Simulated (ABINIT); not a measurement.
Records of electronic-structure calculations.

```xyz
2
Lattice="0.000 2.179 2.179 2.179 0.000 2.179 2.179 2.179 0.000" Properties=species:S:1:pos:R:3 pbc="T T T" subject="SiC (F-43m): G0W0 with ABINIT, start to end" method="RPA screening on PBE, plane waves, norm-conserving pseudopotentials (and 2 further levels or steps)" program="ABINIT 10.8.3" settings="cutoff 37 Ha, PseudoDojo scalar-relativistic 0.4.1 standard, norm-conserving, ngkpt (4, 4, 4), nband 19, ecuteps 4 Ha, inclvkb 2, shiftk (0, 0, 0), symchi 1, awtr 1, frequency ppm, 4×4×4 k-mesh" cost="5 runs, 14 s in all on 4 MPI ranks of AMD EPYC 7R13 (Zen 3), shared host" notes="The cell and positions come from the Crystallography Open Database and are kept as given unless a step says otherwise. The 4×4×4 mesh is coarse for this cell, which bears on the long-range parts of exchange and screening." pbe_gap="1.36 eV, indirect" g0w0_gap_on_the_mesh="1.86 eV" gw_settings="4×4×4 mesh, 19 bands, screening to 108.8 eV, Godby-Needs plasmon pole" known_limits="short of the basis limit; coarse k mesh"
Si    0.000    0.000    0.000
C     1.089    1.090    1.089
```

[Long decimals in the printed logs are rounded to 6 places.]

[Logs are printed without paths, hosts, clocks, repeated set-up lines and the standing remarks that a program may print on its own settings, such as how far it seeks lower states.]

[Paths, hosts, dates, memory and timing lines, banners, echoed tables and standing remarks are left out of the program output; an Ansatz launch command may be rebuilt from the run's recorded settings. Measured values are a selection of at most five: reports struck by readers or far from the other reports are left out. None is set beside runs whose start may be inverted or whose files or cutoffs have a known fault.]

[Runs of the session that timed out or met a known fault of the program may be left out.]

[Hosts, paths, dates, database ids (printed as entryN), source tags and the programs' standing remarks are cut or masked in the printed files.]

[G0W0 gaps are taken among the corrected bands and points alone; a level outside them can change the order at an edge.]

[Where Ansatz stands beside ABINIT at settings called matched, ABINIT's density can come from a denser mesh and the files from another edition; pairs whose starting gaps differed by over 0.03 eV were left out, so agreement reads better than it is.]
